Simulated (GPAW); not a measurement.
# Screening of a field by a 8-layer slab of Ir(100), part 2 of 2

Aim: the dipole that a field along the normal induces in a 8-layer slab of Ir(100).

GPAW 26.7.0; GPAW, PAW setups; slab in vacuum, relaxation (the session's first sound run).

So far, upper work function (eV): step 2 (relaxation) 5.54; step 3 (plane waves, PBE) 5.54.

### 6. Field on

The input, run.py:

```python
import json
import numpy as np
from ase import Atoms
from gpaw import GPAW, PW
from gpaw.external import ConstantElectricField

slab = Atoms(
    ['Ir', 'Ir', 'Ir', 'Ir', 'Ir', 'Ir', 'Ir', 'Ir'],
    positions=[
        [1.35765, 1.35765, 8.00000],
        [0.00000, 0.00000, 9.92000],
        [1.35765, 1.35765, 11.84000],
        [0.00000, 0.00000, 13.76000],
        [1.35765, 1.35765, 15.70808],
        [-0.00000, 0.00000, 17.65038],
        [1.35765, 1.35765, 19.61531],
        [0.00000, 0.00000, 21.45888]],
    cell=[[2.71529, 0.0, 0.0], [0.0, 2.71529, 0.0], [0.0, 0.0, 29.44]],
    pbc=[True, True, False])

slab.calc = GPAW(mode=PW(400), xc='PBE', kpts={'size': (12, 12, 1), 'gamma': True},
                 occupations={'name': 'fermi-dirac', 'width': 0.1}, nbands='160%',
                 convergence={'density': 1e-05}, maxiter=200,
                 poissonsolver={'dipolelayer': 'xy'},
                 external=ConstantElectricField(-0.05, [0, 0, 1]),
                 symmetry={'tolerance': 1e-3}, txt='slab.txt')
result = {}
energy = slab.get_potential_energy()
fermi = slab.calc.get_fermi_level()
v = slab.calc.get_electrostatic_potential().mean((0, 1)) - fermi
n = slab.calc.get_pseudo_density().mean((0, 1))
L = slab.cell[2, 2]
z = np.arange(len(v)) * L / len(v)
low, high = slab.positions[:, 2].min(), slab.positions[:, 2].max()
below, above = np.interp([low - 5.8, high + 5.8], z, v)
slopes = [np.interp(x, z, np.gradient(v, z)) for x in (low - 5.8, high + 5.8)]
eps = np.array([[slab.calc.get_eigenvalues(k, s) for k in range(len(slab.calc.get_ibz_k_points()))]
                for s in range(slab.calc.get_number_of_spins())]) - fermi
top, bottom = eps[eps < 0].max(), eps[eps > 0].min()
dipole = slab.get_dipole_moment()[2]
print(f'energy {energy:.4f} eV, Fermi level {fermi:.4f} eV, dipole {dipole:.5f} e A')
print(f'potential 5.8 A off the faces, from the Fermi level: lower {below:.4f} eV, upper {above:.4f} eV')
print(f'slope of the potential there: lower {slopes[0]:.5f}, upper {slopes[1]:.5f} eV/A')
print(f'nearest levels on the mesh: {top:.4f} and {bottom:.4f} eV')
print('magnetic moment', round(slab.get_magnetic_moment(), 3))
result.update(energy=energy, fermi=fermi, dipole=dipole, below=below, above=above, slopes=slopes, edges=[top, bottom],
              z=z.tolist(), v=v.tolist(), n=n.tolist(), positions=slab.positions.tolist(),
              forces=slab.get_forces(apply_constraint=False).tolist(), moments=slab.get_magnetic_moments().tolist())
json.dump(result, open('result.json', 'w'))
```

The run is started by

```console
$ OMP_NUM_THREADS=1 OPENBLAS_NUM_THREADS=1 python run.py
```

The program printed:

```text
energy -72.1228 eV, Fermi level 5.0889 eV, dipole -0.03426 e A
potential 5.8 A off the faces, from the Fermi level: lower 5.1189 eV, upper 5.9601 eV
slope of the potential there: lower -0.00010, upper 0.00013 eV/A
nearest levels on the mesh: -0.0037 and 0.0204 eV
magnetic moment 0.0
```

It took 17 min on 1 thread of Intel Xeon 6975P-C (Granite Rapids), shared host; peak memory 0.76 GiB.

The electrostatic potential energy of an electron (without an applied field's), less the Fermi level, planar mean oscillates, so the rows of the table below give means over windows of 1.89 Å about each position, cut where the curve ends. Its maxima inside the range that stand out by 2 % of the span (Å: eV): 8.9: -4.61, 10.8: -5.02, 12.8: -4.85, 14.7: -4.31, 16.7: -4.33, 18.6: -3.91, 20.5: -5.30. Its minima: 8.0: -26.3, 9.9: -26.8, 11.9: -26.8, 13.8: -26.7, 15.7: -26.5, 17.7: -26.5, 19.7: -26.4, 21.4: -25.8.

Table of electrostatic potential energy of an electron (without an applied field's), less the Fermi level, planar mean by z; means over each step:

z (Å), electrostatic potential energy of an electron (without an applied field's), less the Fermi level, planar mean (eV) and a bar from the least value:
```
     0.94        5.2 #############################
     2.83        5.1 #############################
     4.73        5.1 #############################
     6.62        1.0 #######################
     8.51      -14.6 #
    10.40      -15.1 
    12.29      -15.1 
    14.18      -14.8 #
    16.07      -14.7 #
    17.96      -14.5 #
    19.85      -15.0 
    21.74      -12.6 ####
    23.62        5.4 #############################
    25.52        6.0 ##############################
    27.41        6.0 ##############################
    29.30        5.9 ##############################
```

### 7. Field on

run.py, as its differences from that of step 6:

```diff
@@ -24,3 +24,3 @@
                  poissonsolver={'dipolelayer': 'xy'},
-                 external=ConstantElectricField(-0.05, [0, 0, 1]),
+                 external=ConstantElectricField(0.05, [0, 0, 1]),
                  symmetry={'tolerance': 1e-3}, txt='slab.txt')
```

The program printed:

```text
energy -72.1228 eV, Fermi level 5.0893 eV, dipole 0.03419 e A
potential 5.8 A off the faces, from the Fermi level: lower 5.9584 eV, upper 5.1191 eV
slope of the potential there: lower -0.00016, upper 0.00014 eV/A
nearest levels on the mesh: -0.0025 and 0.0204 eV
magnetic moment 0.0
```

The job ended after 15 min (1 thread; peak memory 0.77 GiB).

### 8. In a field

run.py, as its differences from that of step 7:

```diff
@@ -24,3 +24,3 @@
                  poissonsolver={'dipolelayer': 'xy'},
-                 external=ConstantElectricField(0.05, [0, 0, 1]),
+                 external=ConstantElectricField(0.1, [0, 0, 1]),
                  symmetry={'tolerance': 1e-3}, txt='slab.txt')
```

The program printed:

```text
energy -72.1254 eV, Fermi level 5.0893 eV, dipole 0.06826 e A
potential 5.8 A off the faces, from the Fermi level: lower 6.3765 eV, upper 4.7008 eV
slope of the potential there: lower -0.00013, upper 0.00009 eV/A
nearest levels on the mesh: -0.0010 and 0.0203 eV
magnetic moment 0.0
```

Run time: 14 min. Hardware: 1 thread; peak memory 0.77 GiB.

The electrostatic potential energy of an electron (without an applied field's), less the Fermi level, planar mean oscillates, so the rows of the table below give means over windows of 1.89 Å about each position, cut where the curve ends. Its maxima inside the range that stand out by 2 % of the span (Å: eV): 1.6: 6.38, 8.9: -3.74, 10.8: -4.44, 12.8: -4.57, 14.7: -4.31, 16.7: -4.63, 18.6: -4.49, 20.5: -6.17. Its minima: 8.0: -25.3, 9.9: -26.1, 11.9: -26.3, 13.8: -26.6, 15.7: -26.6, 17.7: -26.9, 19.7: -27.1, 21.4: -26.8.

Electrostatic potential energy of an electron (without an applied field's), less the Fermi level, planar mean against z; means over each step:

z (Å), electrostatic potential energy of an electron (without an applied field's), less the Fermi level, planar mean (eV) and a bar from the least value:
```
     0.94        6.3 ##############################
     2.83        6.4 ##############################
     4.73        6.3 ##############################
     6.62        2.2 ########################
     8.51      -13.7 ###
    10.40      -14.5 ##
    12.29      -14.7 #
    14.18      -14.7 ##
    16.07      -14.9 #
    17.96      -15.0 #
    19.85      -15.8 
    21.74      -13.6 ###
    23.62        4.2 ###########################
    25.52        4.7 ############################
    27.41        4.7 ############################
    29.30        4.8 ############################
```

The dipole is now 0.0683 e Å, against -1.1e-5 in the run without a field.

### 9. Field on

run.py, as its differences from that of step 8:

```diff
@@ -24,3 +24,3 @@
                  poissonsolver={'dipolelayer': 'xy'},
-                 external=ConstantElectricField(0.1, [0, 0, 1]),
+                 external=ConstantElectricField(0.2, [0, 0, 1]),
                  symmetry={'tolerance': 1e-3}, txt='slab.txt')
```

The program printed:

```text
energy -72.1357 eV, Fermi level 5.0886 eV, dipole 0.13669 e A
potential 5.8 A off the faces, from the Fermi level: lower 7.2185 eV, upper 3.8627 eV
slope of the potential there: lower -0.00016, upper 0.00010 eV/A
nearest levels on the mesh: -0.0221 and 0.0002 eV
magnetic moment 0.0
```

Run time: 18 min. Hardware: 1 thread; peak memory 0.78 GiB.

The electrostatic potential energy of an electron (without an applied field's), less the Fermi level, planar mean oscillates, so the rows of the table below give means over windows of 1.89 Å about each position, cut where the curve ends. Its maxima inside the range that stand out by 2 % of the span (Å: eV): 2.0: 7.22, 8.9: -3.16, 10.8: -4.05, 12.8: -4.38, 14.7: -4.31, 16.7: -4.83, 18.6: -4.88, 20.5: -6.75. Its minima: 8.0: -24.6, 9.9: -25.6, 11.9: -26.1, 13.8: -26.5, 15.7: -26.7, 17.7: -27.2, 19.7: -27.6, 21.4: -27.5.

Electrostatic potential energy of an electron (without an applied field's), less the Fermi level, planar mean against z; means over each step:

z (Å), electrostatic potential energy of an electron (without an applied field's), less the Fermi level, planar mean (eV) and a bar from the least value:
```
     0.94        7.1 ##############################
     2.83        7.2 ##############################
     4.73        7.2 ##############################
     6.62        3.0 #########################
     8.51      -13.1 ####
    10.40      -14.0 ###
    12.29      -14.5 ##
    14.18      -14.6 ##
    16.07      -15.0 ##
    17.96      -15.3 #
    19.85      -16.3 
    21.74      -14.3 ###
    23.62        3.4 #########################
    25.52        3.9 ##########################
    27.41        3.9 ##########################
    29.30        4.0 ##########################
```

The dipole is now 0.137 e Å, against -1.1e-5 in the run without a field.

### 10. Field on

run.py, as its differences from that of step 9:

```diff
@@ -24,3 +24,3 @@
                  poissonsolver={'dipolelayer': 'xy'},
-                 external=ConstantElectricField(0.2, [0, 0, 1]),
+                 external=ConstantElectricField(0.3, [0, 0, 1]),
                  symmetry={'tolerance': 1e-3}, txt='slab.txt')
```

The program printed:

```text
energy -72.1528 eV, Fermi level 5.0874 eV, dipole 0.20506 e A
potential 5.8 A off the faces, from the Fermi level: lower 8.0609 eV, upper 3.0267 eV
slope of the potential there: lower -0.00016, upper 0.00014 eV/A
nearest levels on the mesh: -0.0244 and 0.0019 eV
magnetic moment 0.0
```

Wall time 14 min (1 thread); peak memory 0.78 GiB.

The dipole is now 0.205 e Å, against -1.1e-5 in the run without a field.

### 11. The series

The members are put on one axis.

This step: induced dipole against applied field (GPAW 26.7.0).

The dipole along the normal by field:

```csv
field (V/Å),dipole along the normal (e·Å)
-0.200,-0.137
-0.100,-0.0684
-0.050,-0.0343
0.000,-1.1e-5
0.050,0.0342
0.100,0.0683
0.200,0.137
0.300,0.205
```

### 12. A changed run

One more run, with changed settings.

This step: GPAW, PAW setups; slab in vacuum (GPAW 26.7.0).

run.py, as its differences from that of step 10:

```diff
@@ -4,3 +4,2 @@
 from gpaw import GPAW, PW
-from gpaw.external import ConstantElectricField
 
@@ -20,7 +19,6 @@
 
-slab.calc = GPAW(mode=PW(400), xc='PBE', kpts={'size': (12, 12, 1), 'gamma': True},
+slab.calc = GPAW(mode=PW(400), xc='pbe96', kpts={'size': (12, 12, 1), 'gamma': True},
                  occupations={'name': 'fermi-dirac', 'width': 0.1}, nbands='160%',
-                 convergence={'density': 1e-05}, maxiter=200,
+                 convergence={'density': 1e-05}, maxiter=75,
                  poissonsolver={'dipolelayer': 'xy'},
-                 external=ConstantElectricField(0.3, [0, 0, 1]),
                  symmetry={'tolerance': 1e-3}, txt='slab.txt')
```

The program printed:

```text
NameError: Unknown functional: pbe96.
```

It took 0.47 s on 1 thread; peak memory 0.1 GiB.

The input was rejected at the start.

The program's message: “NameError: Unknown functional: pbe96.”

The change that led to it: xc = "pbe96".

### 13. Results

```json
{
 "work function, both faces": "5.54 eV",
 "dipole along the normal": "-1.1e-5 e Å, near the numerical noise",
 "induced dipole per field": "0.684 e Å per V/Å",
 "out-of-plane polarisability per area, α/(ε0 A)": "16.8 Å"
}
```

What this shows: The field induces 0.684 e Å per V/Å, a polarisable thickness α/(ε0 A) of 16.8 Å beside 13.5 Å between the outermost nuclei. A perfect conductor would give the distance between its two image planes; a dielectric of thickness t gives t(1 - 1/ε). The measured value for this face is 5.96 eV (as compiled in "Anisotropic work function of elemental crystals", 2019, arxiv:1902.07811); the relaxed upper face lies 0.42 eV under it with PBE. Measured work functions scatter by a tenth of an eV or more between methods. The clean face reconstructs (W and Mo (100) only when cold), while this slab is an unreconstructed 1×1 cell, so the two are not the same surface. The induced dipole is linear in the field over this range. The in-plane lattice was kept as typed, which isn't the functional's own and leaves some strain; spin-orbit coupling and temperature are left out.

[Logs are printed without paths, hosts, clocks, repeated set-up lines and the standing remarks that a program may print on its own settings, such as how far it seeks lower states.]

[Hosts, paths, dates, database ids (printed as entryN), source tags and the programs' standing remarks are cut or masked in the printed files.]
